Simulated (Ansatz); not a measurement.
# Ni3GeC (Pm-3m): phonons and vibrational spectra, part 2 of 3

Aim: the vibrations of Ni3GeC (Pm-3m), their spectra, and whether the structure is stable.

Ansatz 0.2.0; DFT PBEsol, scalar-relativistic, plane waves, PAW; PAW set soft_1.

So far: The starting structure; Bringing the structure to rest. The relaxed cell has a = 3.762 Å (conventional setting).

## (3) Tight relaxation

Phonons need a cell at rest on their own settings, so the relaxation is repeated with tight tolerances on forces and stress, using the mesh and the filling of the phonon run that follows.

Contents of input.yaml:

```yaml
crystal:
  lattice:
    - [3.7620236669, 0.0, 0.0]
    - [0.0, 3.7620236669, 0.0]
    - [0.0, 0.0, 3.7620236669]
  atoms:
    - { symbol: Ni, position: [0.0, 0.5, 0.5] }
    - { symbol: Ni, position: [0.5, 0.5, 0.0] }
    - { symbol: Ni, position: [0.5, 0.0, 0.5] }
    - { symbol: Ge, position: [0.0, 0.0, 0.0] }
    - { symbol: C, position: [0.5, 0.5, 0.5] }
kpoints:
  mp_grid: { grid: [12, 12, 12] }
hamiltonian:
  xc: pbesol
  pseudopotentials: { kind: paw, azcp: { folder: soft_1 }, xc_functional: pbe }
scf:
  occupations: { method: methfessel_paxton, width: 0.2 }
output:
  forces: true
  stress: true
  eigenvalues: true
  write_density: true
  write_potential: true
  elf: true
  volumetric_format: npy
relax:
  adjacent_minimum: "off"
  f_tol: 0.001
  max_steps: 60
  cell: { stress_tol: 0.01 }
```

Command:

```
ansatz run input.yaml --threads 4 --pin off --max-ram 10240MiB --backend cpu --events-out ev --progress --plain --runs-dir out
```

Numbers of over 12 decimals in the logs are rounded to 6 here.

The program printed:

```text
[...]
Crystal: 5 atoms, lattice volume = 53.243 Å³
Basis set: ecut = 420 eV, 1021 PW (Γ), exchange–correlation on 54×54×54 points (8 copies of the dense FFT grid, shifted against one another)
Bands: 44, of which v1, the nominal top of the filled ones, is band 36 counted from 1 (35 counted from 0)
Symmetry: 48 space group operations
[...]
k-points: 84 of 1728
[...]
--- Relaxed structure (3 steps of the walk, 3 accepted, 1 SCFs on fresh bases) ---
[...]
cell:  # Å, volume = 53.2272 Å³
    - [3.761645, 0, 0]
    - [0, 3.761645, 0.0]
    - [0, 0.0, 3.761645]
  atoms:
    - { symbol: Ni, position: [0, 0.500000, 0.500000] }
    - { symbol: Ni, position: [0.500000, 0.500000, 0] }
    - { symbol: Ni, position: [0.500000, 0, 0.500000] }
    - { symbol: Ge, position: [0, 0, 0] }
    - { symbol: C, position: [0.500000, 0.500000, 0.500000] }
[key lines of the parts left out:]
SCF converged after 6 iterations
Free energy (F): -21914.956347 eV
Fermi energy:    16.804161 eV
P = ⅓ Tr σ = 0.0007 GPa (0.007 kbar)
```

Elapsed: 13 s, on 4 threads of Arm Neoverse V2, shared host; peak memory 0.5 GiB; 50 s of CPU time.

Little changed from the start: no atom moved by 0.005 Å and no cell edge by 0.1 %.

Numbers from this step:

* pressure: 7.45e-4 GPa

Electrostatic potential energy in the ac plane at fractional y = 0.500, with atoms of Ni and C within 0.2 Å of it. With pseudopotentials it is smooth inside the atoms' cores, unlike the true potential.

Ten even steps from '0' (-39 eV) to '9' (28 eV), each cell a mean:
```
88875579746888
88886455457888
88887654567888
56788766778776
54577644577654
86467410257547
98456300046459
97456300146557
55577633467645
55788766778765
77888755678887
88887544457888
88875578646888
88875599855888
```
Columns run along a (3.8 Å; values clipped at the 3rd and 97th percentile), rows up along c (3.8 Å). Atoms in or near the plane, at fractional coordinates: Ni at (0.00, 0.50), Ni at (0.50, 0.00), C at (0.50, 0.50).

Valence density in the ac plane at fractional y = 0.500, with atoms of Ni and C within 0.2 Å of it. It is the smooth field of the valence electrons, not physical close to the nuclei.

Ten steps, logarithmic in the rise over the least value, from '_' (0 e/Å³) to '@' (49 e/Å³), each cell a mean:
```
________::++%%%%##==..______
________..--++**++::..______
__________..::::::..________
::....____....::....____....
++==::......::::::......::==
%%##==....::::--::::..::++##
@@%%++::::::--::--::::::**%%
@@##==::..::----::::..::++%%
**++::....::::::::......--++
::::..__......::....____..::
__________..::::....________
________..::==++==::..______
________::++##%%##==..______
________::**@@@@%%++::______
```
Columns run along a (3.8 Å), rows up along c (3.8 Å). Atoms in or near the plane, at fractional coordinates: Ni at (0.00, 0.50), Ni at (0.50, 0.00), C at (0.50, 0.50).

ELF in the ac plane at fractional y = 0.500, with atoms of Ni and C within 0.2 Å of it. It is the smooth field of the valence electrons, not physical close to the nuclei.

Values, 14 rows by 14 columns, each cell a mean:
```
0.20 0.20 0.20 0.16 0.20 0.39 0.76 0.88 0.67 0.31 0.18 0.17 0.20 0.20
0.20 0.20 0.21 0.18 0.17 0.24 0.39 0.45 0.34 0.21 0.17 0.19 0.21 0.20
0.16 0.17 0.19 0.21 0.19 0.19 0.20 0.21 0.20 0.19 0.20 0.21 0.19 0.17
0.19 0.18 0.17 0.23 0.35 0.44 0.49 0.50 0.47 0.42 0.33 0.20 0.17 0.18
0.37 0.29 0.19 0.23 0.48 0.68 0.70 0.70 0.70 0.65 0.42 0.19 0.21 0.31
0.79 0.59 0.27 0.24 0.55 0.69 0.47 0.35 0.55 0.70 0.47 0.20 0.34 0.67
0.96 0.80 0.35 0.24 0.58 0.65 0.22 0.05 0.35 0.70 0.50 0.21 0.45 0.88
0.89 0.68 0.30 0.24 0.57 0.68 0.37 0.22 0.47 0.70 0.49 0.20 0.39 0.76
0.47 0.35 0.21 0.23 0.51 0.70 0.68 0.65 0.69 0.68 0.44 0.19 0.24 0.39
0.20 0.19 0.17 0.23 0.38 0.51 0.57 0.58 0.55 0.48 0.35 0.19 0.17 0.20
0.16 0.16 0.18 0.22 0.23 0.23 0.24 0.24 0.24 0.23 0.23 0.21 0.18 0.16
0.19 0.20 0.21 0.18 0.17 0.21 0.30 0.35 0.27 0.19 0.17 0.19 0.21 0.20
0.20 0.20 0.20 0.16 0.19 0.35 0.68 0.80 0.59 0.29 0.18 0.17 0.20 0.20
0.19 0.20 0.19 0.16 0.20 0.47 0.89 0.96 0.79 0.37 0.19 0.16 0.20 0.20
```
Columns run along a (3.8 Å), rows up along c (3.8 Å). Atoms in or near the plane, at fractional coordinates: Ni at (0.00, 0.50), Ni at (0.50, 0.00), C at (0.50, 0.50).

The forces vanish by symmetry and the pressure is 0.001 GPa, within the tolerances set. The cell now holds 10.65 Å³/atom.

## (4) Linear response at the zone centre

The zone centre comes first: it holds the modes that light can see, as far as symmetry allows. No field response is asked, since the mesh shows no gap.

input.yaml, the sections that differ from step 3:

```yaml
crystal:
  lattice:
    - [3.761644871, 0.0, 0.0]
    - [0.0, 3.761644871, 0.0]
    - [0.0, 0.0, 3.761644871]
  atoms:
    - { symbol: Ni, position: [0.0, 0.5, 0.5] }
    - { symbol: Ni, position: [0.5, 0.5, 0.0] }
    - { symbol: Ni, position: [0.5, 0.0, 0.5] }
    - { symbol: Ge, position: [0.0, 0.0, 0.0] }
    - { symbol: C, position: [0.5, 0.5, 0.5] }
output:
  eigenvalues: true
phonons:
  method: dfpt
# kpoints, hamiltonian, scf: as in step 3
# relax: removed
```

The program printed:

```text
zone centre: on kpoints.mp_grid the ground state, and the responses unless they are solved on pairs of k-points, stand on 343 of the mesh's 1728 k-points, reduced under 8 symmetry operations, with k and −k counted as one. Each operation leaves every solved displacement unchanged or reverses it
[...]
Crystal: 5 atoms, lattice volume = 53.227 Å³
Basis set: ecut = 420 eV, 1021 PW (Γ), exchange–correlation on 54×54×54 points (8 copies of the dense FFT grid, shifted against one another)
Bands: 44, of which v1, the nominal top of the filled ones, is band 36 counted from 1 (35 counted from 0)
Symmetry: 48 space group operations
k-points: 343 of 1728 (irreducible under 8 space group operations)
[...]
SCF iter   1: F=—  HF=-21916.867643 eV  |F-HF|=—  |Δ(HF+E_count)|=         —  Δρ=1.14e-1  dr2=8.55e0  ethr=3.10e-3  ⟨swp⟩=5.3  Hψ=48105  notcnv=0
[...]
SCF iter  13: F=-21914.956347 eV  HF=-21914.956347 eV  |F-HF|=3.64e-12  |Δ(HF+E_count)|=  7.28e-12  S|Δr|=    0.00e0  Δρ=6.33e-8  dr2=9.99e-13  ethr=1.00e-12  ⟨swp⟩=11.4  Hψ=80424  notcnv=0
SCF 1 converged in 13 iterations: F = -21914.956347 eV  dr2 = 9.99e-13
[...]
DFPT response loops at Γ: preconditioner auto → Kerker (q_TF=auto, 2.869 Å⁻¹) (partly filled bands, converged f_vac=0.000); β = 1.00, the filter's whole step (`scf.mixing.beta` (0.50) is not read by the response loops under this deck's `scf.mixing.preconditioner`; to damp them name `kerker` or `kerker_dos`, under which they read `scf.mixing.beta`, and type it under 1.00, their step now; both keys bind the ground state too); Broyden in place of MSR1
SCF converged after 13 iterations
[...]
Free energy (F): -21914.956347 eV
[...]
Internal energy: -21914.951856 eV  (E = F + TS)
E sigma→0 (E₀):  -21914.955224 eV
Entropy (-TS):   -0.004491 eV (-0.898 meV/atom)
Fermi energy:    16.804161 eV
[...]
--- Band table (eV; the first three rows and the last of 343) ---
  k-point 0: bands = [... 32 lower, 15.8330, 15.8330, 15.8330, 16.0839, 17.4463, 18.2762, 18.2762, 18.2762, ... 4 higher]
  k-point 1: bands = [... 32 lower, 15.8331, 15.8683, 15.8683, 16.0579, 17.3047, 18.3540, 18.3540, 18.4616, ... 4 higher]
  k-point 2: bands = [... 32 lower, 15.8333, 15.9807, 15.9886, 15.9886, 17.1997, 18.5548, 18.5548, 18.7106, ... 4 higher]
  k-point 342: bands = [... 32 lower, 15.3807, 15.8734, 15.8734, 15.8734, 16.4276, 17.7892, 17.7892, 17.7892, ... 4 higher]
--- Phonons (Γ-DFPT): 4 representative perturbations + reference, on 343 of 1728 k-points (Σ response iterations 14) ---
  k mesh reduced under 8 symmetry operations, with k and −k counted as one. Each operation leaves every solved displacement unchanged or reverses it
  ASR residual: 4.463e-5 → 0.000e0 eV/Å²; symmetrization residual: 3.381e-6 eV/Å²
  ASR residual per site (eV/Å²): 4.46e-5 4.46e-5 4.46e-5 7.90e-6 8.54e-6
  Γ frequencies (cm⁻¹): -92.66 -92.66 -92.66 0.00 0.00 0.00 96.15 96.15 96.15 123.55 123.55 123.55 601.15 601.15 601.15
  non-analytic LO–TO correction: not included (Born effective charges unavailable; polar crystals: no LO–TO splitting at Γ)
```

Wall time 2.4 min (4 threads); peak memory 2.8 GiB.

This step gave:

```
sum-rule residual before enforcement                    : 4.46e-5 eV/Å²
point group                                             : m-3m
highest optical mode at the zone centre (no LO-TO term) : 601.1 cm⁻¹
lowest optical zone-centre mode                         : -92.66 cm⁻¹
```

Patterns of degenerate modes are one choice out of their space. The modes at Γ (shares of kinetic energy by element, %) (negative means imaginary):

| mode | frequency (cm⁻¹) | symmetry | Ni % | Ge % | C % |
| --- | --- | --- | --- | --- | --- |
| 1 | -92.7 | T2u | 100 | 0 | 0 |
| 2 | -92.7 | T2u | 100 | 0 | 0 |
| 3 | -92.7 | T2u | 100 | 0 | 0 |
| 4 | 0.0 | acoustic | 68 | 28 | 5 |
| 5 | 0.0 | acoustic | 68 | 28 | 5 |
| 6 | 0.0 | acoustic | 68 | 28 | 5 |
| 7 | 96.2 | T1u | 80 | 10 | 10 |
| 8 | 96.2 | T1u | 80 | 10 | 10 |
| 9 | 96.2 | T1u | 80 | 10 | 10 |
| 10 | 123.5 | T1u | 32 | 62 | 6 |
| 11 | 123.5 | T1u | 32 | 62 | 6 |
| 12 | 123.5 | T1u | 32 | 62 | 6 |
| 13 | 601.1 | T1u | 20 | 0 | 80 |
| 14 | 601.1 | T1u | 20 | 0 | 80 |
| 15 | 601.1 | T1u | 20 | 0 | 80 |

Displacements in mode 2 (-92.7 cm⁻¹), the largest set to 1:
```
Ni1  0.00 -1.00 -0.01
Ni2 -0.01  1.00  0.00
Ni3  0.01  0.00  0.01
Ge4  0.00  0.00  0.00
C5   0.00  0.00  0.00
```

Displacements in mode 13 (601.1 cm⁻¹), the largest set to 1:
```
Ni1  0.00  0.00  0.02
Ni2  0.00  0.00 -0.23
Ni3  0.00  0.02  0.02
Ge4  0.00  0.00 -0.01
C5   0.00 -0.07  1.00
```

Before it was imposed, the acoustic sum rule was missed by 4.5e-5 eV/Å². Small misses are needed for a sound result but don't prove that mesh and cutoff are converged. The lowest optical mode is imaginary, 92.7i cm⁻¹, so the energy falls along it.

(Continued in part 3 of 3.)

[Logs are printed without paths, hosts, clocks, repeated set-up lines and the standing remarks that a program may print on its own settings, such as how far it seeks lower states.]

[Hosts, paths, dates, database ids (printed as entryN), source tags and the programs' standing remarks are cut or masked in the printed files.]
